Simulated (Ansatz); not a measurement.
# AlN (F-43m):Mo_Al, thermodynamic levels from a 54-atom cell, part 2 of 2

Charge states of Mo_Al in AlN (F-43m), set against the band edges. Model: a cell of 54 host atoms with 1 Al taken out and 1 Mo put in.

Ansatz; place-levels on r2SCAN runs: charge-transition levels and formation energies with image-charge correction and potential alignment at the atomic sites; PAW set soft_1.

So far: Starting point; Charge states.

### Step 3. Levels against the band edges, r2SCAN

A charged cell interacts with its images and the background, and its potential has another zero than the host's. place-levels removes the first by a point-charge model, screened by the static dielectric constant since the ions have relaxed around the charge, and the second by comparing potentials at atoms far from the defect.

The host is a run of the defect-free crystal in the same cutoffs, grids and k-points, so that basis and sampling errors cancel in part in the differences. The host is run in a cell of 2 atoms on a matching mesh. Its band edges are searched through the zone by a band path, so the gap is smaller than, or equal to, that on the mesh. Chemical potentials are energies per atom of Al (fcc) and Mo (bcc), run with the same functional and cutoff.

File levels.point.yaml:

```yaml
host:
  run: host.point.run
states: [qm1.point.run, qm1_M4.point.run, qm1_M2.point.run, q0_M1.point.run, q0_M3.point.run, qp1.point.run, qp1_M2.point.run, qp2_M1.point.run]
geometry_from:
  qm1.point.run: qm1.relax.run
  qm1_M4.point.run: qm1_M4.relax.run
  qm1_M2.point.run: qm1_M2.relax.run
  q0_M1.point.run: q0_M1.relax.run
  q0_M3.point.run: q0_M3.relax.run
  qp1.point.run: qp1.relax_smeared.run
  qp1_M2.point.run: qp1_M2.relax.run
  qp2_M1.point.run: qp2_M1.relax.run
  host.point.run: host.relax.run
chemical_potentials:
  Al:
    energy: -540.418346
    dataset: <sha256 of the dataset>
  Mo:
    energy: -4967.627126
    dataset: "<sha256 of the dataset>"
epsilon: 4.64
static_epsilon: 8.51
vertical:
  - { from: qm1.point.run, to: qm1.point_neutral.run }
  - { from: qm1_M4.point.run, to: qm1_M4.point_neutral.run }
  - { from: qm1_M2.point.run, to: qm1_M2.point_neutral.run }
  - { from: qp1.point.run, to: qp1.point_neutral.run }
  - { from: qp1_M2.point.run, to: qp1_M2.point_neutral.run }
  - { from: qp2_M1.point.run, to: qp2_M1.point_neutral.run }
```

The run is started by

```console
ansatz place-levels levels.point.yaml -- --threads 4 --pin off --max-ram 7536MiB
```

The program printed:

```text
[... repeated set-up lines and file paths are left out, and long positions are rounded to six places ...]
(+2/+1) 1.350 eV above the valence edge, 2.569 eV under the conduction edge
(+1/0) 3.111 eV above the valence edge, 0.807 eV under the conduction edge
(0/-1) 3.790 eV above the valence edge, 0.129 eV under the conduction edge
formation energy of charge +2: +1.188 eV with the Fermi level at the valence edge
formation energy of charge +1: +2.538 eV with the Fermi level at the valence edge
formation energy of charge 0: +5.649 eV with the Fermi level at the valence edge
formation energy of charge -1: +9.439 eV with the Fermi level at the valence edge
vertical -1 to 0: no energy, since no alignment is typed
  the change from vertical[0].from (qm1.point.run) to vertical[0].to (qm1.point_neutral.run): by its spins about the atoms it stands at 0.347 0.636 0.697, with an rms radius of about 1.1 Å (0.8 0.8 0.0 Å across the planes of the cell's vectors); [...]
vertical -1 to 0: no energy, since no alignment is typed
  the change from vertical[1].from (qm1_M4.point.run) to vertical[1].to (qm1_M4.point_neutral.run): by its potential at epsilon 4.64 it stands at 0.298 0.630 0.690, with an rms radius of about 1.8 Å (1.1 1.1 0.8 Å across the planes of the cell's vectors); [...]
vertical -1 to 0: no energy, since no alignment is typed
  the change from vertical[2].from (qm1_M2.point.run) to vertical[2].to (qm1_M2.point_neutral.run): by its potential at epsilon 4.64 it stands at 0.456 0.634 0.682, with an rms radius of about 2.1 Å (1.3 1.1 1.1 Å across the planes of the cell's vectors); [...]
vertical +1 to 0: no energy, since no alignment is typed
  the change from vertical[3].from (qp1.point.run) to vertical[3].to (qp1.point_neutral.run): by its spins about the atoms it stands at 0.343 0.677 0.675, with an rms radius of about 1.0 Å (0.6 0.6 0.6 Å across the planes of the cell's vectors); [...]
vertical +1 to 0: no energy, since no alignment is typed
  the change from vertical[4].from (qp1_M2.point.run) to vertical[4].to (qp1_M2.point_neutral.run): by its potential at epsilon 4.64 it stands at 0.339 0.672 0.673, with an rms radius of about 2.7 Å (1.6 1.6 1.6 Å across the planes of the cell's vectors); [...]
vertical +2 to 0: no energy, since no alignment is typed
  the change from vertical[5].from (qp2_M1.point.run) to vertical[5].to (qp2_M1.point_neutral.run): by its potential at epsilon 4.64 it stands at 0.359 0.693 0.691, with an rms radius of about 2.4 Å (1.4 1.4 1.4 Å across the planes of the cell's vectors); [...]
  edges by r2scan, gap 3.918 eV; the host is sampled to repeats of 18.54 Å
  the defect's cells are sampled to repeats of 18.54 Å, like sampling
  charge +2: -29507.2562 eV with its correction of +1.884 eV, at epsilon 8.51, aligned at sites: +0.3502 eV, mean over 19 atomic sites at or beyond 4.63 Å from the host's site at [0.3332, 0.6666, 0.6666] by the defect at [0.3333, 0.6667, 0.6667], with [...]
  charge +1: -29499.2059 eV with its correction of +0.664 eV, at epsilon 8.51, aligned at sites: +0.3685 eV, mean over 19 atomic sites at or beyond 4.63 Å from the host's site at [0.3332, 0.6666, 0.6666] by the defect at [0.3333, 0.6667, 0.6667], with [...]
  charge 0: +0.000 eV for its dipole among its images, +0.000 omitted
  charge -1: -29478.9035 eV with its correction of -0.159 eV, at epsilon 8.51, aligned at sites: +0.4554 eV, mean over 19 atomic sites at or beyond 4.63 Å from the host's site at [0.3332, 0.6666, 0.6666] by the defect at [0.3333, 0.6667, 0.6667], with [...]
  charge +1: states[5] (qp1.point.run) stands 1.001 eV higher, with a moment of 0.00 μB against 2.00
  states[5] (qp1.point.run): levels filled in part (TS 0.010 eV): its energy is of no whole electron's
  charge 0: states[3] (q0_M1.point.run) stands 0.226 eV higher, with a moment of 1.00 μB against 3.00
  charge -1: states[2] (qm1_M2.point.run) stands 0.230 eV higher, with a moment of 2.00 μB against 4.00
  charge -1: states[0] (qm1.point.run) stands 0.834 eV higher, with a moment of 0.00 μB against 4.00
  of states[7] (qp2_M1.point.run): it parts from the run at its places by a charge that spreads by about 1.4 Å along one vector (1.3 Å or more is wide), by its potential at epsilon 4.64, taken for that of held ions (one typed too small widens it), where the [...]
  of states[6] (qp1_M2.point.run): it parts from the run at its places by a charge that spreads by about 1.6 Å along one vector (1.3 Å or more is wide), by its potential at epsilon 4.64, taken for that of held ions (one typed too small widens it), where the [...]
  of states[4] (q0_M3.point.run): its alignment with the host at atomic sites is doubtful: the mean over the far sites moves by +0.0878 eV from their farther parts to their nearer, more than 0.05 eV. [...]
  of states[1] (qm1_M4.point.run): its alignment with the host at atomic sites is doubtful: the mean over the far sites moves by +0.2134 eV from their farther parts to their nearer, more than 0.05 eV. [...]
  of states[3] (q0_M1.point.run): its alignment with the host at atomic sites is doubtful: the mean over the far sites moves by +0.0768 eV from their farther parts to their nearer, more than 0.05 eV. [...]
  of states[2] (qm1_M2.point.run): it parts from the run at its places by a charge that spreads by about 1.3 Å along one vector (1.3 Å or more is wide), by its potential at epsilon 4.64, taken for that of held ions (one typed too small widens it), where the [...]
  of states[0] (qm1.point.run): its alignment with the host at atomic sites is doubtful: the mean over the far sites moves by +0.1516 eV from their farther parts to their nearer, more than 0.05 eV. [...]
  of vertical[0].to (qm1.point_neutral.run): stability_check_not_made
  of vertical[1].from (qm1_M4.point.run): stability_check_not_made
  of vertical[1].to (qm1_M4.point_neutral.run): stability_check_not_made
  of vertical[2].from (qm1_M2.point.run): stability_check_not_made; [...]
  of vertical[2].to (qm1_M2.point_neutral.run): stability_check_not_made
  vertical[3].from (qp1.point.run): levels filled in part (TS 0.010 eV): its energy is of no whole electron's
  of vertical[3].to (qp1.point_neutral.run): its moments are held at its close (magnetization.spin_locking), by a field of 0.201 eV a Bohr magneton, and its energy and levels are of the state that this holds: a run that lets them go can end lower; [...]
  of vertical[4].from (qp1_M2.point.run): stability_check_not_made; [...]
  of vertical[4].to (qp1_M2.point_neutral.run): its moments are held at its close (magnetization.spin_locking), by a field of 0.189 eV a Bohr magneton, and its energy and levels are of the state that this holds: a run that lets them go can end lower; [...]
  of vertical[5].from (qp2_M1.point.run): stability_check_not_made; [...]
  of vertical[5].to (qp2_M1.point_neutral.run): its moments are held at its close (magnetization.spin_locking), by a field of 0.285 eV a Bohr magneton, and its energy and levels are of the state that this holds: a run that lets them go can end lower; [...]
```

The job ended after 0.94 s (4 threads of Arm Neoverse V1, shared host).

Levels between the charges placed, in eV above the valence top:

```csv
,gap (eV),(+2/+1),(+1/0),(0/−1)
r2SCAN,3.92,1.35,3.11,3.79
```

Corrections by state:

```csv
charge,moment (μB),image terms and alignment (eV),band filling (eV),ε used,"over the lowest of its charge, as the program ranks them, band filling apart (eV)"
+2,1.0,1.884,-,8.51,0.000
+1,2.0,0.664,-,8.51,0.000
0,3.0,0.000,-,-,0.000
−1,4.0,-0.159,-,8.51,0.000
+1,0.0,0.658,-,8.51,1.001
0,1.0,0.000,-,-,0.226
−1,2.0,-0.158,-,8.51,0.230
−1,0.0,-0.148,-,8.51,0.834
```

The charged structures listed were also run neutral, and place-levels reads from each pair, by the potential or the spins, how wide the charge is by which they differ; that can be the carrier of either run.

```csv
charge,rms radius (Å),spread where it is widest against the cell (Å),wide from (Å),reading
+2,2.4,1.40,1.31,wide
+1,2.7,1.56,1.31,wide
−1,1.8,1.11,1.31,narrow
```

The neutral runs of these pairs need not share the spin of the lowest neutral state, and very wide values only mean spread over the cell.

From the program's caveats on the states, each cut to its opening words:

- charge +2 (1 μB): it parts from the run at its places by a charge that spreads by about 1.4 Å along one vector (1.3 Å or more is wide), by its potential at epsilon 4.64, taken [...]
- charge +2 (1 μB): its alignment with the host at atomic sites is doubtful: the mean over the far sites moves by -0.1502 eV from their farther parts to their nearer, more than [...]
- charge +2 (1 μB), +1 (2 μB), 0 (3 μB), −1 (4 μB), 0 (1 μB), −1 (2 μB): flagged: stability check not made
- charge +1 (2 μB): it parts from the run at its places by a charge that spreads by about 1.6 Å along one vector (1.3 Å or more is wide), by its potential at epsilon 4.64, taken [...]
- charge 0 (3 μB): its alignment with the host at atomic sites is doubtful: the mean over the far sites moves by +0.0878 eV from their farther parts to their nearer, more than [...]
- charge −1 (4 μB): its alignment with the host at atomic sites is doubtful: the mean over the far sites moves by +0.2134 eV from their farther parts to their nearer, more than [...]
- charge 0 (1 μB): its alignment with the host at atomic sites is doubtful: the mean over the far sites moves by +0.0768 eV from their farther parts to their nearer, more than [...]
- charge −1 (2 μB): it parts from the run at its places by a charge that spreads by about 1.3 Å along one vector (1.3 Å or more is wide), by its potential at epsilon 4.64, taken [...]
- charge −1 (2 μB): its alignment with the host at atomic sites is doubtful: the mean over the far sites moves by +0.1737 eV from their farther parts to their nearer, more than [...]
- charge −1: its alignment with the host at atomic sites is doubtful: the mean over the far sites moves by +0.1516 eV from their farther parts to their nearer, more than [...]

The host's formation energy from the elements is -1.603 eV per atom; it sets how far the chemical potentials can move.

Limit set by the element alone; other compounds of these elements are not counted. Chemical potentials from the elements' reference states: Al 0.00 eV, N -3.21 eV, Mo 0.00 eV. Formation energy by charge state (Al-rich; gap 3.92 eV):

```csv
charge,at valence top (eV),at conduction bottom (eV),correction included (eV)
+2,1.19,9.02,1.88
+1,2.54,6.46,0.66
0,5.65,5.65,0.00
−1,9.44,5.52,-0.16
```

(Fermi level (eV), lowest formation energy (eV)): (0.00, 1.19), (0.36, 1.90), (0.71, 2.61), (1.07, 3.32), (1.42, 3.96), (1.78, 4.32), (2.14, 4.68), (2.49, 5.03), (2.85, 5.39), (3.21, 5.65), (3.56, 5.65), (3.92, 5.52)

Limit set by the element alone; other compounds of these elements are not counted. Chemical potentials from the elements' reference states: N 0.00 eV, Al -3.21 eV, Mo 0.00 eV. Formation energy by charge state (N-rich; gap 3.92 eV):

```csv
charge,at valence top (eV),at conduction bottom (eV),correction included (eV)
+2,-2.02,5.82,1.88
+1,-0.67,3.25,0.66
0,2.44,2.44,0.00
−1,6.23,2.31,-0.16
```

Fermi level (eV), lowest formation energy (eV) and a bar from the least value:
```
     0.00      -2.02 
     0.36      -1.31 #####
     0.71      -0.59 ##########
     1.07       0.12 ##############
     1.42       0.76 ###################
     1.78       1.11 #####################
     2.14       1.47 #######################
     2.49       1.83 ##########################
     2.85       2.18 ############################
     3.21       2.44 ##############################
     3.56       2.44 ##############################
     3.92       2.31 #############################
```

### Step 4. What came out

| Property | Result |
| --- | --- |
| gap of the host | 3.92 eV (r2SCAN) |
| level (plus 2/plus 1) | 1.35 eV above the valence top |
| level (plus 1/0) | 3.11 eV above the valence top |
| level (0/minus 1) | 3.79 eV above the valence top |
| lowest of the charges placed, just above the valence top (0.02 eV) | +2 |
| lowest of the charges placed, just below the conduction bottom (0.02 eV) | −1 |
| lowest formation energy at mid-gap of the charges run, Al-rich | 4.50 eV |
| lowest formation energy at mid-gap of the charges run, N-rich | 1.29 eV |

What this shows: Of the charges placed (−1, 0, +1 and +2), the lowest changes at 1.35 eV (+2/+1), 3.11 eV (+1/0) and 3.79 eV (0/−1) above the valence top, in a gap of 3.92 eV. (0/−1) lies nearer to a band edge than the share of the finite-size correction in it (0.16 eV), and that correction holds for a localised charge alone. (0/−1) lies 0.13 eV from a band edge, less than the doubt on such levels. Charges above +2 and below −1 were not placed, so these runs say nothing of levels that involve them. States placed: +2 at 1 μB; +1 at 2 μB and 0 μB; 0 at 3 μB and 1 μB; −1 at 4 μB, 2 μB and 0 μB. Other spin states or structures, where not listed, weren't placed. Corrections reach 1.9 eV, so the cell is small for these charges and their levels are rough. Mo is taken at its element; compounds, which aren't counted here, bound the chemical potentials and would shift these formation energies. The program doubts the alignment of potentials for at least one state, a sign that the cell is small. Keep in mind: r2SCAN makes the gap too small and tends to spread out bound carriers; where a gas molecule sets a chemical potential or the host's formation energy, its binding is uncorrected; force components of up to 0.52 eV/Å remain in a run at the final settings.

[Logs are printed without paths, hosts, clocks, repeated set-up lines and the standing remarks that a program may print on its own settings, such as how far it seeks lower states.]

[Hosts, paths, dates, database ids (printed as entryN), source tags and the programs' standing remarks are cut or masked in the printed files.]

[Where a table of states has a column of steps, it counts the stored structures, which are thinned; the runs took as many ionic steps or more.]

[A defect's name tells the site on which it was built; relaxed atoms can leave that site.]

[For some hosts the program warned that the k-mesh of the response run may be too coarse for force constants and the static dielectric constant; such warnings are not shown here.]
